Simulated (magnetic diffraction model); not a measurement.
# TbTmPtPb2: what an assumed order does to the neutron pattern

Space group C2/m (no. 12), a = 11.5810 Å, b = 4.6750 Å, c = 11.1490 Å, β = 118.79°.

```
site  atom       x    y       z
  4i    Pb  0.0091  1/2  0.8758
  4i    Pb  0.1475  1/2  0.5632
  4i    Pt  0.7321    0  0.3734
  4i    Tm  0.3101  1/2  0.8934
  4i    Tb  0.9948    0  0.6744
```

This is a made-up structure (elements placed in a structure type, unrelaxed), so the numbers test the method and describe no known phase.

Only Tm and Tb are taken to order (form factors of Tm3+ and Tb3+); orders and moment sizes are assumed, and not adapted to the symmetry. Radiation: neutrons of λ = 2.0775 Å, 3° to 40°; isotropic B of 0.25 Å² (Pb), 0.32 Å² (Pt), 0.3 Å² (Tm) and 0.33 Å² (Tb). The intensities are simulated: I ∝ L Σ (|F_N|² + |F_M⊥|²) for unpolarised neutrons, with F_M = 2.695 fm/μB × Σ f(s) S exp(2πi Q·r) exp(−B s²) at Q = H ± k (one set where k and −k are equivalent), only the part normal to Q counting and L = 1/(sin²θ cos θ). For collinear order S is the moment m, which repeats by lattice and centring translations R with the sign exp(−2πi k·R). Form factors are spin-only for 3d ions and dipole or tabulated for f ions, scattering lengths are Sears's of 1992, and absorption is left out. A label names one of the reflections at its angle. The strongest nuclear line in the range is 100, and lines under 0.2 are left out.

Assume the order k = (0 0 0), collinear moments along [110], 5.5 μB on Tm and 6.1 μB on Tb; signs + at (0.3101, 1/2, 0.8934), − at (0.6899, 1/2, 0.1066), − at (0.9948, 0, 0.6744), + at (0.0052, 0, 0.3256).

Q: Where does magnetic intensity appear, and how strong is it?

```
2θ (°)     index  nuclear  magnetic
 12.21   (0 0 1)    100.0      65.8
 20.69  (2 0 -1)     65.8      97.0
 23.62   (2 0 0)      0.1      16.8
 24.55   (0 0 2)      8.7     417.8
 28.32   (1 1 0)     33.9     110.2
 28.52  (1 1 -1)      1.4     298.3
 31.61   (2 0 1)     20.5      31.4
 33.02  (2 0 -3)     13.2       0.9
 33.20   (1 1 1)      5.3       0.0
 33.71  (1 1 -2)      6.5     103.3
 37.20   (0 0 3)      0.4      56.5
```

The strongest magnetic line in the range is (0 0 2) at 24.55° (417.8). On top of the Lorentz factor, which all lines share, magnetic lines fade with angle because f falls: for Tm3+ it is 0.97, 0.87, 0.75 and 0.49 at sin θ/λ = 0.1, 0.2, 0.3 and 0.5 Å⁻¹, while nuclear lengths stay constant. The order has no net moment.

[Logs are printed without paths, hosts, clocks, repeated set-up lines and the standing remarks that a program may print on its own settings, such as how far it seeks lower states.]
